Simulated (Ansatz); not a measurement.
# Work function of Au(110): what the settings cost and change, part 2 of 2

Aim: the numerical settings behind the work function of Au(110), with the cost of each.

Ansatz 0.2.0; plane-wave DFT, PBE, Ansatz PAW.

So far. Step 6 (Slab): The work function is 4.632 eV, -0.312 eV from the run “cutoff 420 eV”, at 0.053 times its CPU time. Step 7 (Run): The work function is 4.948 eV, +0.004 eV from the run “cutoff 420 eV”, at 0.13 times its CPU time.

**8. Run**

Input file input.yaml:

```yaml
crystal:
  lattice:
    - [4.08, 0.0, 0.0]
    - [0.0, 2.8849956672, 0.0]
    - [0.0, 0.0, 26.6549870017]
  atoms:
    - { symbol: Au, position: [0.0, 0.0, 0.3376478855] }
    - { symbol: Au, position: [0.5, 0.5, 0.391765257] }
    - { symbol: Au, position: [0.0, 0.0, 0.4458826285] }
    - { symbol: Au, position: [0.5, 0.5, 0.5] }
    - { symbol: Au, position: [0.0, 0.0, 0.5541173715] }
    - { symbol: Au, position: [0.5, 0.5, 0.608234743] }
    - { symbol: Au, position: [0.0, 0.0, 0.6623521145] }
kpoints:
  mp_grid: { grid: [7, 9, 1] }
hamiltonian:
  xc: pbe
scf:
  occupations: { method: fermi_dirac, width: 0.1 }
  convergence: { dr2_threshold: 1.0e-09 }
efield:
  axis: 3
  dipole_correction: true
  ramp_position: 0.97
  ramp_width: 0.06
output:
  write_potential: true
  write_density: true
  volumetric_format: npy
```

Run with:

```console
$ ansatz run input.yaml --threads 2 --pin off --max-ram 3072MiB --backend cpu --events-out ev --progress --plain --runs-dir out
```

Numbers of over 12 decimals in the logs are rounded to 6 here.

What it wrote:

```text
[...]
Crystal: 7 atoms, lattice volume = 313.750 Å³
Basis set: ecut = 420 eV, 6129 PW (Γ)
Bands: 80, of which v1, the nominal top of the filled ones, is band 67 counted from 1 (66 counted from 0)
Symmetry: 4 space group operations
k-points: 20 of 63
[...]
k-point 0: bands = [... 63 lower, 2.8186, 3.0264, 3.1686, 3.5878, 5.1363, 6.7789, 7.1649, 8.8829, ... 9 higher]
  k-point 1: bands = [... 63 lower, 2.7024, 2.9146, 3.1547, 3.7057, 5.3760, 7.4560, 7.5920, 9.1584, ... 9 higher]
  k-point 2: bands = [... 63 lower, 2.7954, 3.0935, 3.1023, 4.0484, 6.0273, 8.2004, 9.3388, 9.3705, ... 9 higher]
  k-point 19: bands = [... 63 lower, 4.0574, 5.2344, 5.6342, 6.8498, 7.0203, 7.9209, 8.2244, 8.2991, ... 9 higher]
[key lines of the parts left out:]
SCF converged after 10 iterations
Free energy (F): -92043.882780 eV
Fermi energy:    4.711016 eV
Dipole field:    D = 0.000000 V/Å  (p = 0.000000 e·Å, saw-weighted, corrected)
Work function:   Φ+ = 4.9634 eV   Φ− = 4.9634 eV
```

The job ended after 84 s (2 threads of Arm Neoverse N1, shared host; peak memory 0.83 GiB).

The work function is 4.963 eV, +0.020 eV from the run “cutoff 420 eV”, at 0.47 times its CPU time.

**9. Run**

input.yaml, as its differences from that of step 8:

```diff
@@ -14,3 +14,3 @@
 kpoints:
-  mp_grid: { grid: [7, 9, 1] }
+  mp_grid: { grid: [15, 21, 1] }
 hamiltonian:
```

What it wrote:

```text
[...]
Crystal: 7 atoms, lattice volume = 313.750 Å³
Basis set: ecut = 420 eV, 6129 PW (Γ)
Bands: 80, of which v1, the nominal top of the filled ones, is band 67 counted from 1 (66 counted from 0)
Symmetry: 4 space group operations
k-points: 88 of 315
[...]
k-point 0: bands = [... 63 lower, 2.8026, 3.0035, 3.1462, 3.5773, 5.1254, 6.7624, 7.1547, 8.8674, ... 9 higher]
  k-point 1: bands = [... 63 lower, 2.7256, 3.0596, 3.0657, 3.5995, 5.1705, 6.9286, 7.2103, 8.9506, ... 9 higher]
  k-point 2: bands = [... 63 lower, 2.6875, 2.9118, 3.1228, 3.6644, 5.3029, 7.3713, 7.3780, 9.0908, ... 9 higher]
  k-point 87: bands = [... 63 lower, 4.6286, 4.9457, 6.4074, 6.8651, 7.7802, 7.8852, 8.1299, 8.1866, ... 9 higher]
[key lines of the parts left out:]
SCF converged after 9 iterations
Free energy (F): -92043.864144 eV
Fermi energy:    4.728431 eV
Dipole field:    D = -0.000000 V/Å  (p = -0.000000 e·Å, saw-weighted, corrected)
Work function:   Φ+ = 4.9570 eV   Φ− = 4.9570 eV
```

The job ended after 5.6 min (2 threads; peak memory 2.1 GiB; 10 min of CPU time).

The work function is 4.957 eV, +0.013 eV from the run “cutoff 420 eV”, at 2.0 times its CPU time.

**10. Run**

input.yaml, as its differences from that of step 9:

```diff
@@ -14,3 +14,3 @@
 kpoints:
-  mp_grid: { grid: [15, 21, 1] }
+  mp_grid: { grid: [10, 14, 1] }
 hamiltonian:
@@ -18,3 +18,3 @@
 scf:
-  occupations: { method: fermi_dirac, width: 0.1 }
+  occupations: { method: gaussian, width: 0.05 }
   convergence: { dr2_threshold: 1.0e-09 }
```

What it wrote:

```text
[...]
Crystal: 7 atoms, lattice volume = 313.750 Å³
Basis set: ecut = 420 eV, 6129 PW (Γ)
Bands: 80, of which v1, the nominal top of the filled ones, is band 67 counted from 1 (66 counted from 0)
Symmetry: 4 space group operations
k-points: 48 of 140
[...]
k-point 0: bands = [... 63 lower, 2.8029, 3.0027, 3.1497, 3.5774, 5.1274, 6.7642, 7.1549, 8.8666, ... 9 higher]
  k-point 1: bands = [... 63 lower, 2.6861, 2.9881, 3.0962, 3.6269, 5.2281, 7.1258, 7.2786, 9.0115, ... 9 higher]
  k-point 2: bands = [... 63 lower, 2.6968, 2.9455, 3.1435, 3.7695, 5.5165, 7.6226, 8.0239, 9.3017, ... 9 higher]
  k-point 47: bands = [... 63 lower, 4.7854, 4.9059, 6.6972, 6.9400, 7.8837, 7.8968, 8.0376, 8.1559, ... 9 higher]
[key lines of the parts left out:]
SCF converged after 10 iterations
Free energy (F): -92043.819208 eV
Fermi energy:    4.760819 eV
Dipole field:    D = 0.000000 V/Å  (p = 0.000001 e·Å, saw-weighted, corrected)
Work function:   Φ+ = 4.9241 eV   Φ− = 4.9242 eV
```

Elapsed: 2.9 min, on 2 threads; peak memory 1.4 GiB.

The work function is 4.924 eV, -0.020 eV from the run “cutoff 420 eV”, at 1.0 times its CPU time.

**11. Slab**

input.yaml, as its differences from that of step 10:

```diff
@@ -18,3 +18,3 @@
 scf:
-  occupations: { method: gaussian, width: 0.05 }
+  occupations: { method: methfessel_paxton, width: 0.2 }
   convergence: { dr2_threshold: 1.0e-09 }
```

What it wrote:

```text
[...]
Crystal: 7 atoms, lattice volume = 313.750 Å³
Basis set: ecut = 420 eV, 6129 PW (Γ)
Bands: 80, of which v1, the nominal top of the filled ones, is band 67 counted from 1 (66 counted from 0)
Symmetry: 4 space group operations
k-points: 48 of 140
[...]
k-point 0: bands = [... 63 lower, 2.8006, 3.0010, 3.1457, 3.5767, 5.1253, 6.7613, 7.1538, 8.8649, ... 9 higher]
  k-point 1: bands = [... 63 lower, 2.6837, 2.9839, 3.0937, 3.6263, 5.2261, 7.1227, 7.2775, 9.0108, ... 9 higher]
  k-point 2: bands = [... 63 lower, 2.6956, 2.9414, 3.1401, 3.7688, 5.5147, 7.6215, 8.0203, 9.3005, ... 9 higher]
  k-point 47: bands = [... 63 lower, 4.7832, 4.9019, 6.6960, 6.9365, 7.8769, 7.8912, 8.0365, 8.1517, ... 9 higher]
[key lines of the parts left out:]
SCF converged after 9 iterations
Free energy (F): -92043.818666 eV
Fermi energy:    4.751570 eV
Dipole field:    D = -0.000000 V/Å  (p = -0.000000 e·Å, saw-weighted, corrected)
Work function:   Φ+ = 4.9348 eV   Φ− = 4.9348 eV
```

Run time: 2.9 min. Hardware: 2 threads; peak memory 1.4 GiB; 5.1 min of CPU time.

The work function is 4.935 eV, -0.009 eV from the run “cutoff 420 eV”, at 1.0 times its CPU time.

**12. Run**

input.yaml, as its differences from that of step 11:

```diff
@@ -18,3 +18,3 @@
 scf:
-  occupations: { method: methfessel_paxton, width: 0.2 }
+  occupations: { method: fermi_dirac, width: 0.3 }
   convergence: { dr2_threshold: 1.0e-09 }
```

What it wrote:

```text
band count auto-derived: 89 (N_el = 133.0; filled up to band 67; 80 by the electrons, moments and atoms)
[...]
Crystal: 7 atoms, lattice volume = 313.750 Å³
Basis set: ecut = 420 eV, 6129 PW (Γ)
Bands: 89, of which v1, the nominal top of the filled ones, is band 67 counted from 1 (66 counted from 0)
Symmetry: 4 space group operations
k-points: 48 of 140
[...]
k-point 0: bands = [... 63 lower, 2.7760, 2.9762, 3.1191, 3.5515, 5.1108, 6.7424, 7.1378, 8.8477, ... 18 higher]
  k-point 1: bands = [... 63 lower, 2.6555, 2.9574, 3.0686, 3.6011, 5.2114, 7.1032, 7.2616, 9.0001, ... 18 higher]
  k-point 2: bands = [... 63 lower, 2.6722, 2.9149, 3.1148, 3.7440, 5.4996, 7.6058, 7.9999, 9.2885, ... 18 higher]
  k-point 47: bands = [... 63 lower, 4.7632, 4.8823, 6.6767, 6.9183, 7.8522, 7.8635, 8.0137, 8.1323, ... 18 higher]
[key lines of the parts left out:]
SCF converged after 9 iterations
Free energy (F): -92044.138121 eV
Fermi energy:    4.713322 eV
Dipole field:    D = 0.000000 V/Å  (p = 0.000000 e·Å, saw-weighted, corrected)
Work function:   Φ+ = 4.9858 eV   Φ− = 4.9858 eV
```

Elapsed: 3.4 min, on 2 threads; peak memory 1.5 GiB; 6.2 min of CPU time.

The work function is 4.986 eV, +0.042 eV from the run “cutoff 420 eV”, at 1.2 times its CPU time.

**13. Run**

input.yaml, as its differences from that of step 12:

```diff
@@ -18,3 +18,3 @@
 scf:
-  occupations: { method: fermi_dirac, width: 0.3 }
+  occupations: { method: cold, width: 0.1 }
   convergence: { dr2_threshold: 1.0e-09 }
```

What it wrote:

```text
[...]
Crystal: 7 atoms, lattice volume = 313.750 Å³
Basis set: ecut = 420 eV, 6129 PW (Γ)
Bands: 80, of which v1, the nominal top of the filled ones, is band 67 counted from 1 (66 counted from 0)
Symmetry: 4 space group operations
k-points: 48 of 140
[...]
k-point 0: bands = [... 63 lower, 2.7996, 2.9995, 3.1453, 3.5750, 5.1253, 6.7605, 7.1529, 8.8639, ... 9 higher]
  k-point 1: bands = [... 63 lower, 2.6826, 2.9837, 3.0926, 3.6245, 5.2261, 7.1220, 7.2767, 9.0106, ... 9 higher]
  k-point 2: bands = [... 63 lower, 2.6944, 2.9412, 3.1395, 3.7670, 5.5145, 7.6207, 8.0198, 9.3005, ... 9 higher]
  k-point 47: bands = [... 63 lower, 4.7812, 4.9026, 6.6939, 6.9371, 7.8785, 7.8911, 8.0345, 8.1520, ... 9 higher]
[key lines of the parts left out:]
SCF converged after 9 iterations
Free energy (F): -92043.818251 eV
Fermi energy:    4.758159 eV
Dipole field:    D = -0.000001 V/Å  (p = -0.000001 e·Å, saw-weighted, corrected)
Work function:   Φ+ = 4.9289 eV   Φ− = 4.9289 eV
```

Wall time 2.7 min (2 threads); peak memory 1.4 GiB; 5 min of CPU time.

The work function is 4.929 eV, -0.015 eV from the run “cutoff 420 eV”, at 1.00 times its CPU time.

**14. Side by side**

Times are for 2 threads of Arm Neoverse N1, shared host. Results by setting:

```csv
no.,setting,"work function, upper face (eV)",time,memory (GiB)
1,cutoff 200 eV,5.351,75 s,0.62
2,cutoff 300 eV,4.944,1.9 min,0.92
3,cutoff 420 eV,4.944,3 min,1.4
4,cutoff 600 eV,4.944,5 min,2.1
5,mesh 2x2,4.632,12 s,0.56
6,mesh 3x5,4.948,30 s,0.59
7,mesh 7x9,4.963,84 s,0.83
8,mesh 15x21,4.957,5.6 min,2.1
9,Gaussian smearing 0.05 eV,4.924,2.9 min,1.4
10,methfessel_paxton smearing 0.2 eV,4.935,2.9 min,1.4
11,fermi_dirac smearing 0.3 eV,4.986,3.4 min,1.5
12,cold smearing 0.1 eV,4.929,2.7 min,1.4
```

**15. A changed input**

An input spoilt on purpose, to show how the run answers: it repeats the earlier run “cutoff 200 eV” with crystal.lattice to [[7.71008249, 0.0, 0.0], [0.0, 5.45185161, 0.0], [0.0, 0.0, 50.37062463]], and scf.max_iter set to 80; its output block differs too.

The cell differs from the one that the last finished run ended in (a 4.080 → 7.710 Å, b 2.885 → 5.452 Å, c 26.655 → 50.371 Å).

input.yaml, the sections that differ from step 13:

```yaml
crystal:
  lattice:
    - [7.71008249, 0.0, 0.0]
    - [0.0, 5.45185161, 0.0]
    - [0.0, 0.0, 50.37062463]
  atoms:
    - { symbol: Au, position: [0.0, 0.0, 0.3376478855] }
    - { symbol: Au, position: [0.5, 0.5, 0.391765257] }
    - { symbol: Au, position: [0.0, 0.0, 0.4458826285] }
    - { symbol: Au, position: [0.5, 0.5, 0.5] }
    - { symbol: Au, position: [0.0, 0.0, 0.5541173715] }
    - { symbol: Au, position: [0.5, 0.5, 0.608234743] }
    - { symbol: Au, position: [0.0, 0.0, 0.6623521145] }
scf:
  occupations: { method: fermi_dirac, width: 0.1 }
  convergence: { dr2_threshold: 1.0e-09 }
  max_iter: 80
basis:
  ecutwfc: "200 eV"
# kpoints, hamiltonian, efield, output: as in step 13
```

What it wrote:

```text
[...]
Crystal: 7 atoms, lattice volume = 2117.290 Å³
Basis set: ecut = 200 eV, 13581 PW (Γ)
Bands: 80, of which v1, the nominal top of the filled ones, is band 67 counted from 1 (66 counted from 0)
Symmetry: 4 space group operations
k-points: 48 of 140
[...]
SCF iter   1: F=—  HF=-91965.380487 eV  |F-HF|=—  |Δ(HF+E_count)|=         —  Δρ=3.41e-2  dr2=1.47e1  ethr=1.77e-3  p=-0.000 e·Å  D=-1.26e-14 V/Å  ΔV_dip=0.00 eV  dr2_dipole=2.21e-10  V_vac-E_F(+/−)=5.60/5.60 eV  ⟨swp⟩=8.7  Hψ=14273  notcnv=0  defer=130
[...]
SCF iter  12: F=-91959.311872 eV  HF=-91959.311872 eV  |F-HF|=3.20e-10  |Δ(HF+E_count)|=   2.28e-9  Δρ=7.50e-8  dr2=2.76e-10  ethr=1.00e-12  p=-0.000 e·Å  D=-5.99e-12 V/Å  ΔV_dip=0.00 eV  dr2_dipole=8.65e-17  V_vac-E_F(+/−)=5.90/5.90 eV  ⟨swp⟩=2.1  Hψ=7358  notcnv=0
[...]
SCF 1 converged in 12 iterations: F = -91959.311872 eV  dr2 = 2.76e-10
[...]
SCF converged after 12 iterations
Free energy (F): -91959.311872 eV
[...]
Internal energy: -91958.644887 eV  (E = F + TS)
E sigma→0 (E₀):  -91958.978379 eV
Entropy (-TS):   -0.666985 eV (-95.284 meV/atom)
Fermi energy:    -4.393321 eV
Dipole field:    D = -0.000000 V/Å  (p = -0.000000 e·Å, saw-weighted, corrected)
Work function:   Φ+ = 5.9011 eV   Φ− = 5.9015 eV
[...]
--- Band table (eV; the first three rows and the last of 48) ---
  k-point 0: bands = [... 63 lower, -5.0274, -4.8844, -4.6778, -4.4599, -4.2885, -4.2015, -4.1783, -0.3020, ... 9 higher]
  k-point 1: bands = [... 63 lower, -5.0116, -4.8668, -4.6636, -4.4488, -4.2807, -4.1957, -4.1735, -0.2736, ... 9 higher]
  k-point 2: bands = [... 63 lower, -4.9622, -4.8206, -4.6230, -4.4183, -4.2611, -4.1867, -4.1732, -0.1919, ... 9 higher]
  k-point 47: bands = [... 63 lower, -4.3701, -4.3619, -4.3125, -4.2851, -4.2398, -4.2001, -4.1848, -0.6461, ... 9 higher]
```

Wall time 7.5 min (2 threads); peak memory 2.7 GiB; 14 min of CPU time.

```csv
quantity,this run,earlier run,difference
"work function, upper face (eV)",5.901,5.351,0.55
```

It moves by +0.55 eV.

The fault (a lattice typed in bohr) shows in the results, which are not taken further.

**16. Summary of results**

```json
{"work function, cutoff 200 eV": "5.351 eV", "work function, cutoff 420 eV": "4.944 eV", "work function, cutoff 600 eV": "4.944 eV", "work function, mesh 2x2": "4.632 eV"}
```

What this shows: The run at the highest cutoff gives 4.94 eV, and the settings tried spread the value from 4.63 to 5.35 eV. Against 600 eV, a cutoff of 200 eV is off by +0.408 eV. Against 600 eV, a cutoff of 420 eV is off by -0.000 eV. Against the finest mesh, 15 points along a, the coarser ones are off by -0.33 (2), -0.01 (3) and +0.01 (7) eV. The smearing schemes and widths spread it over 0.06 eV. The program marks the value as in doubt in “cutoff 200 eV”. A compiled measured value is 5.16 eV (arxiv:1902.07811, 2019), but the real face reconstructs and these slabs don't, so it is no test of the method. The ladder's slabs use the tabulated experimental lattice constant (two decimals; a low-temperature value for the alkali metals). In 1 run of the series (cutoff 200 eV) the program warns that electrons reach the sawtooth's ramp, which makes dipole and work function less sure.

[Logs are printed without paths, hosts, clocks, repeated set-up lines and the standing remarks that a program may print on its own settings, such as how far it seeks lower states.]

[Hosts, paths, dates, database ids (printed as entryN), source tags and the programs' standing remarks are cut or masked in the printed files.]

[Maps of the electrostatic potential energy from Ansatz leave out the sawtooth potential of an applied field or a dipole correction, so their vacuum need not be flat; planar profiles and work functions include it.]
